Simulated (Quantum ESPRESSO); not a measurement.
# CsMgF3 (Pm-3m): zone-centre phonons

Which modes does CsMgF3 (Pm-3m) have at the zone centre?

Calculated with Quantum ESPRESSO 7.5; DFT LDA, scalar-relativistic, plane waves, PseudoDojo norm-conserving pseudopotentials.

## Step 1: Set-up

It takes space group Pm-3m (No. 221, cubic). The conventional cell has a = 4.252 Å, b = 4.252 Å, c = 4.252 Å, α = 90.00°, β = 90.00°, γ = 90.00°. Cs has 12 F at 3.01 Å nearest. Nearest to Mg lie 6 F at 2.13 Å. F has 2 Mg at 2.13 Å and 4 Cs at 3.01 Å nearest. Farther neighbours and most contacts between anions are not listed.

## Step 2: A probe with smearing

A cheap run with smearing and empty bands tells whether the crystal has a gap, which decides between fixed occupations and smearing later on.

probe.in reads:

```
 &control
    calculation='scf',
    prefix='x',
    outdir='./tmp',
    pseudo_dir='./pseudo',
    tprnfor=.true.,
    tstress=.true.,
    verbosity='high',
 /
 &system
    ibrav=1,
    celldm(1)=8.03569563,
    nat=5,
    ntyp=3,
    ecutwfc=92.0,
    occupations='smearing',
    smearing='gaussian',
    degauss=0.01,
 /
 &electrons
    conv_thr=1.0d-07,
    mixing_beta=0.7,
    electron_maxstep=100,
 /
ATOMIC_SPECIES
 Cs    132.9055  Cs.upf
 Mg     24.3050  Mg.upf
 F      18.9984  F.upf
ATOMIC_POSITIONS crystal
 Cs     0.000000000   0.000000000   0.000000000
 Mg     0.500000000   0.500000000   0.500000000
 F      0.000000000   0.500000000   0.500000000
 F      0.500000000   0.000000000   0.500000000
 F      0.500000000   0.500000000   0.000000000
K_POINTS automatic
 4 4 4 0 0 0
```

The run is started by

```bash
OMP_NUM_THREADS=1 mpirun -n 4 pw.x -nk 4 -in probe.in > probe.out
```

Log:

```text
[banners, grids, parts of the stress and lines that vanish by symmetry left out]
Program PWSCF v.7.5
     bravais-lattice index     =            1
     lattice parameter (alat)  =       8.0357  a.u.
[...]
kinetic-energy cutoff     =      92.0000  Ry
     charge density cutoff     =     368.0000  Ry
     scf convergence threshold =      1.0E-07
[...]
Exchange-correlation= SLA  PW   NOGX NOGC
                           (   1   4   0   0   0   0   0)
[...]
48 Sym. Ops., with inversion, found
[...]
(     0          1          0      )
                  (     0          0          1      )
[...]
(  0.0000000  1.0000000  0.0000000 )
                  (  0.0000000  0.0000000  1.0000000 )
[...]
(     0         -1          0      )
                  (     0          0          1      )
[...]
( -1.0000000  0.0000000  0.0000000 )
                  (  0.0000000  1.0000000  0.0000000 )
[...]
number of k points=    10  Gaussian smearing, width (Ry)=  0.0100
[...]
End of self-consistent calculation
[...]
the Fermi energy is     5.6209 ev
!    total energy              =    -313.58059926 Ry
[...]
convergence has been achieved in   8 iterations
[...]
atom    1 type  1   force =     0.00000000    0.00000000    0.00000000
     atom    2 type  2   force =     0.00000000    0.00000000    0.00000000
     atom    3 type  3   force =     0.00000000    0.00000000    0.00000000
     atom    4 type  3   force =     0.00000000    0.00000000    0.00000000
     atom    5 type  3   force =     0.00000000    0.00000000    0.00000000
[...]
Total force =     0.000000     Total SCF correction =     0.000000
[...]
total   stress  (Ry/bohr**3)                   (kbar)     P=      -68.67
[...]
XML data file, charge density, pseudopotentials, collected wavefunctions

   JOB DONE.
```

Elapsed: 17 s, on 4 MPI ranks of Intel Xeon at 2.70GHz, shared host; 66 s of CPU time.

This step gave:

```yaml
volume_per_atom: 15.38 Å³
pressure: -6.867 GPa
gap_on_the_k_mesh: 6.388 eV
```

A gap of 6.4 eV opens on this mesh, so the crystal is taken as an insulator; the start stands at -6.9 GPa.

## Step 3: Relaxation

The relaxation runs at a cutoff a fifth above that of the response, since stress converges more slowly with the basis than frequencies do. Forces and stress are brought to rest with tight thresholds.

relax.in reads:

```
 &control
    calculation='vc-relax',
    prefix='x',
    outdir='./tmp',
    pseudo_dir='./pseudo',
    tprnfor=.true.,
    tstress=.true.,
    forc_conv_thr=2.0d-05,
    etot_conv_thr=1.0d-07,
    nstep=40,
 /
 &system
    ibrav=1,
    celldm(1)=8.03569563,
    nat=5,
    ntyp=3,
    ecutwfc=110,
    occupations='fixed',
    nbnd=22,
 /
 &electrons
    conv_thr=1.0d-11,
    mixing_beta=0.7,
    electron_maxstep=100,
 /
 &ions
 /
 &cell
    press_conv_thr=0.2,
 /
ATOMIC_SPECIES
 Cs    132.9055  Cs.upf
 Mg     24.3050  Mg.upf
 F      18.9984  F.upf
ATOMIC_POSITIONS crystal
 Cs     0.000000000   0.000000000   0.000000000
 Mg     0.500000000   0.500000000   0.500000000
 F      0.000000000   0.500000000   0.500000000
 F      0.500000000   0.000000000   0.500000000
 F      0.500000000   0.500000000   0.000000000
K_POINTS automatic
 6 6 6 0 0 0
```

The run is started by

```bash
OMP_NUM_THREADS=1 mpirun -n 4 pw.x -nk 4 -in relax.in > relax.out
```

Log:

```text
[banners, grids, parts of the stress and lines that vanish by symmetry left out]
[banner, memory and clock lines left out]
Program PWSCF v.7.5

[...]
kinetic-energy cutoff     =     110.0000  Ry
     charge density cutoff     =     440.0000  Ry
     scf convergence threshold =      1.0E-11
[...]
energy convergence thresh.=      1.0E-07
     force convergence thresh. =      2.0E-05
     press convergence thresh. =      2.0E-01
     Exchange-correlation= SLA  PW   NOGX NOGC
                           (   1   4   0   0   0   0   0)
[...]
48 Sym. Ops., with inversion, found
[...]
number of k points=    20
[...]
End of self-consistent calculation
[...]
highest occupied, lowest unoccupied level (ev):     3.0053    9.3932
!    total energy              =    -313.58068698 Ry
[...]
convergence has been achieved in  11 iterations
[...]
atom    1 type  1   force =     0.00000000    0.00000000    0.00000000
     atom    2 type  2   force =     0.00000000    0.00000000    0.00000000
     atom    3 type  3   force =     0.00000000    0.00000000    0.00000000
     atom    4 type  3   force =     0.00000000    0.00000000    0.00000000
     atom    5 type  3   force =     0.00000000    0.00000000    0.00000000
     Total force =     0.000000     Total SCF correction =     0.000000
[...]
total   stress  (Ry/bohr**3)                   (kbar)     P=      -68.79
[...]
number of bfgs steps    =   0
[...]
CELL_PARAMETERS (alat=  8.03569563)
[...]
ATOMIC_POSITIONS (crystal)
Cs               0.0000000000        0.0000000000        0.0000000000
Mg               0.5000000000        0.5000000000        0.5000000000
F                0.0000000000        0.5000000000        0.5000000000
F                0.5000000000        0.0000000000        0.5000000000
[...]
New effective cutoffs (rho, wfc):  449.42  112.62
[...]
End of self-consistent calculation
[...]
highest occupied, lowest unoccupied level (ev):     3.4089   10.0323
!    total energy              =    -313.58800074 Ry
[...]
convergence has been achieved in   7 iterations
[...]
atom    1 type  1   force =     0.00000000    0.00000000    0.00000000
     atom    2 type  2   force =     0.00000000    0.00000000    0.00000000
     atom    3 type  3   force =     0.00000000    0.00000000    0.00000000
     atom    4 type  3   force =     0.00000000    0.00000000    0.00000000
     atom    5 type  3   force =     0.00000000    0.00000000    0.00000000
     Total force =     0.000000     Total SCF correction =     0.000000
[...]
total   stress  (Ry/bohr**3)                   (kbar)     P=      -50.15
[...]
number of bfgs steps    =   1
[...]
CELL_PARAMETERS (alat=  8.03569563)
[...]
ATOMIC_POSITIONS (crystal)
[...]
New effective cutoffs (rho, wfc):  465.80  116.72
[...]
End of self-consistent calculation
[...]
highest occupied, lowest unoccupied level (ev):     4.0696   11.0628
!    total energy              =    -313.59391940 Ry
[...]
convergence has been achieved in   9 iterations
[...]
atom    1 type  1   force =     0.00000000    0.00000000    0.00000000
     atom    2 type  2   force =     0.00000000    0.00000000    0.00000000
     atom    3 type  3   force =     0.00000000    0.00000000    0.00000000
     atom    4 type  3   force =     0.00000000    0.00000000    0.00000000
[...]
Total force =     0.000000     Total SCF correction =     0.000000
[...]
total   stress  (Ry/bohr**3)                   (kbar)     P=      -14.41
[...]
number of bfgs steps    =   2
[...]
CELL_PARAMETERS (alat=  8.03569563)
[...]
ATOMIC_POSITIONS (crystal)
[...]
New effective cutoffs (rho, wfc):  472.33  118.36
[...]
End of self-consistent calculation
[...]
highest occupied, lowest unoccupied level (ev):     4.3421   11.4826
!    total energy              =    -313.59433706 Ry
[...]
convergence has been achieved in   8 iterations
[...]
Total force =     0.000000     Total SCF correction =     0.000000
[...]
total   stress  (Ry/bohr**3)                   (kbar)     P=        2.21
[...]
number of bfgs steps    =   3
[...]
CELL_PARAMETERS (alat=  8.03569563)
[...]
ATOMIC_POSITIONS (crystal)
[...]
New effective cutoffs (rho, wfc):  471.46  118.14
[...]
End of self-consistent calculation
[...]
highest occupied, lowest unoccupied level (ev):     4.3057   11.4266
!    total energy              =    -313.59434633 Ry
[...]
convergence has been achieved in   7 iterations
[...]
Total force =     0.000000     Total SCF correction =     0.000000
[...]
total   stress  (Ry/bohr**3)                   (kbar)     P=       -0.07
[...]
number of bfgs steps    =   4
[...]
CELL_PARAMETERS (alat=  8.03569563)
[...]
ATOMIC_POSITIONS (crystal)
[...]
New effective cutoffs (rho, wfc):  471.49  118.15
[...]
End of self-consistent calculation
[...]
highest occupied, lowest unoccupied level (ev):     4.3068   11.4285
!    total energy              =    -313.59434634 Ry
[...]
convergence has been achieved in   5 iterations
[...]
atom    3 type  3   force =     0.00000000    0.00000000    0.00000000
     atom    4 type  3   force =     0.00000000    0.00000000    0.00000000
     atom    5 type  3   force =     0.00000000    0.00000000    0.00000000
     Total force =     0.000000     Total SCF correction =     0.000000
[...]
total   stress  (Ry/bohr**3)                   (kbar)     P=       -0.00
[...]
bfgs converged in   6 scf cycles and   5 bfgs steps
[...]
End of BFGS Geometry Optimization
     Final enthalpy           =    -313.5943463391 Ry
     File ./tmp/x.bfgs deleted, as requested
[...]
CELL_PARAMETERS (alat=  8.03569563)
[...]
ATOMIC_POSITIONS (crystal)
[...]
F                0.5000000000        0.0000000000        0.5000000000
F                0.5000000000        0.5000000000        0.0000000000
[...]
Final scf calculation at the relaxed structure.
[...]
kinetic-energy cutoff     =     110.0000  Ry
     charge density cutoff     =     440.0000  Ry
     scf convergence threshold =      1.0E-13
[...]
press convergence thresh. =      2.0E-01
     Exchange-correlation= SLA  PW   NOGX NOGC
                           (   1   4   0   0   0   0   0)
[...]
48 Sym. Ops., with inversion, found
[...]
number of k points=    20
[...]
c_bands:  1 eigenvalues not converged
     c_bands:  1 eigenvalues not converged
[...]
End of self-consistent calculation
[...]
highest occupied, lowest unoccupied level (ev):     4.3069   11.4285
!    total energy              =    -313.59433541 Ry
[...]
convergence has been achieved in  12 iterations
[...]
atom    1 type  1   force =     0.00000000    0.00000000    0.00000000
     atom    2 type  2   force =     0.00000000    0.00000000    0.00000000
     atom    3 type  3   force =     0.00000000    0.00000000    0.00000000
     atom    4 type  3   force =     0.00000000    0.00000000    0.00000000
     atom    5 type  3   force =     0.00000000    0.00000000    0.00000000
     Total force =     0.000000     Total SCF correction =     0.000000
[...]
total   stress  (Ry/bohr**3)                   (kbar)     P=        0.05
[...]
XML data file, charge density, pseudopotentials, collected wavefunctions
```

Wall time 2.8 min (4 MPI ranks); 11 min of CPU time.

The steps of the relaxation:

| step | energy less that of the first step (eV) | largest force (eV/Å) | pressure (GPa) | volume (Å³) |
| --- | --- | --- | --- | --- |
| 1 | 0.0000 | 0.0000 | -6.88 | 76.89 |
| 2 | -0.0995 | 0.0000 | -5.01 | 74.23 |
| 3 | -0.1800 | 0.0000 | -1.44 | 70.34 |
| 4 | -0.1857 | 0.0000 | 0.22 | 68.89 |
| 5 | -0.1858 | 0.0000 | -0.01 | 69.08 |
| 6 | -0.1858 | 0.0000 | 0.00 | 69.08 |
| 7 | -0.1857 | 0.0000 | 0.01 | 69.08 |

| conventional cell, symmetrised | before | after | change |
| --- | --- | --- | --- |
| a (Å) | 4.252 | 4.103 | -3.5 % |
| b (Å) | 4.252 | 4.103 | -3.5 % |
| c (Å) | 4.252 | 4.103 | -3.5 % |
| volume (Å³/atom) | 15.38 | 13.82 | -10.2 % |

Final coordinates:

```
Cs Mg F
1.0
     4.10305    0.00000    0.00000
     0.00000    4.10305    0.00000
     0.00000    0.00000    4.10305
Cs Mg F
1 1 3
Cartesian
  0.0000 0.0000 0.0000
  2.0515 2.0515 2.0515
  0.0000 2.0515 2.0515
  2.0515 0.0000 2.0515
  2.0515 2.0515 0.0000
```

The last row of the table of steps is pw.x's closing run on a basis chosen anew for the final cell, so its energy can jump.

Read from the output:

| Property | Result |
| --- | --- |
| volume per atom | 13.82 Å³ |
| pressure | 0.005 GPa |
| gap on the k-mesh | 7.122 eV |

The volume changes by -10.2 % from the cell with which this run began.

## Step 4: Self-consistent run for the response

The response is built on this ground state, so it is converged far tighter than an energy would need. With a gap, occupations are fixed, which also allows the response to an electric field.

scf.in reads:

```
 &control
    calculation='scf',
    prefix='x',
    outdir='./tmp',
    pseudo_dir='./pseudo',
    tprnfor=.true.,
    tstress=.true.,
 /
 &system
    ibrav=1,
    celldm(1)=7.75364939,
    nat=5,
    ntyp=3,
    ecutwfc=92.0,
    occupations='fixed',
    nbnd=22,
 /
 &electrons
    conv_thr=1.0d-12,
    mixing_beta=0.7,
    electron_maxstep=100,
 /
ATOMIC_SPECIES
 Cs    132.9055  Cs.upf
 Mg     24.3050  Mg.upf
 F      18.9984  F.upf
ATOMIC_POSITIONS crystal
 Cs     0.000000000   0.000000000   0.000000000
 Mg     0.500000000   0.500000000   0.500000000
 F      0.000000000   0.500000000   0.500000000
 F      0.500000000   0.000000000   0.500000000
 F      0.500000000   0.500000000   0.000000000
K_POINTS automatic
 8 8 8 0 0 0
```

The run is started by

```bash
OMP_NUM_THREADS=1 mpirun -n 4 pw.x -nk 4 -in scf.in > scf.out
```

Log:

```text
[banners, grids, parts of the stress and lines that vanish by symmetry left out]
[banner, memory and clock lines left out]
Program PWSCF v.7.5

[...]
kinetic-energy cutoff     =      92.0000  Ry
     charge density cutoff     =     368.0000  Ry
     scf convergence threshold =      1.0E-12
[...]
Exchange-correlation= SLA  PW   NOGX NOGC
                           (   1   4   0   0   0   0   0)
[...]
48 Sym. Ops., with inversion, found
[...]
number of k points=    35
[...]
End of self-consistent calculation
[...]
highest occupied, lowest unoccupied level (ev):     4.3069   11.4285
!    total energy              =    -313.59425169 Ry
[...]
convergence has been achieved in  11 iterations
[...]
atom    1 type  1   force =     0.00000000    0.00000000    0.00000000
     atom    2 type  2   force =     0.00000000    0.00000000    0.00000000
     atom    3 type  3   force =     0.00000000    0.00000000    0.00000000
     atom    4 type  3   force =     0.00000000    0.00000000    0.00000000
     atom    5 type  3   force =     0.00000000    0.00000000    0.00000000
     Total force =     0.000000     Total SCF correction =     0.000000
[...]
total   stress  (Ry/bohr**3)                   (kbar)     P=       -0.06
[...]
XML data file, charge density, pseudopotentials, collected wavefunctions
```

Run time: 47 s. Hardware: 4 MPI ranks; 3.1 min of CPU time.

Read from the output:

- pressure: -0.006000 GPa

The cell stands at -0.0060 GPa, close enough for phonons.

[end of part 1 of 3]

[Host names and launcher messages were left out of these logs when they were recorded.]

[Logs are printed without paths, hosts, clocks, repeated set-up lines and the standing remarks that a program may print on its own settings, such as how far it seeks lower states.]

[Hosts, paths, dates, database ids (printed as entryN), source tags and the programs' standing remarks are cut or masked in the printed files.]
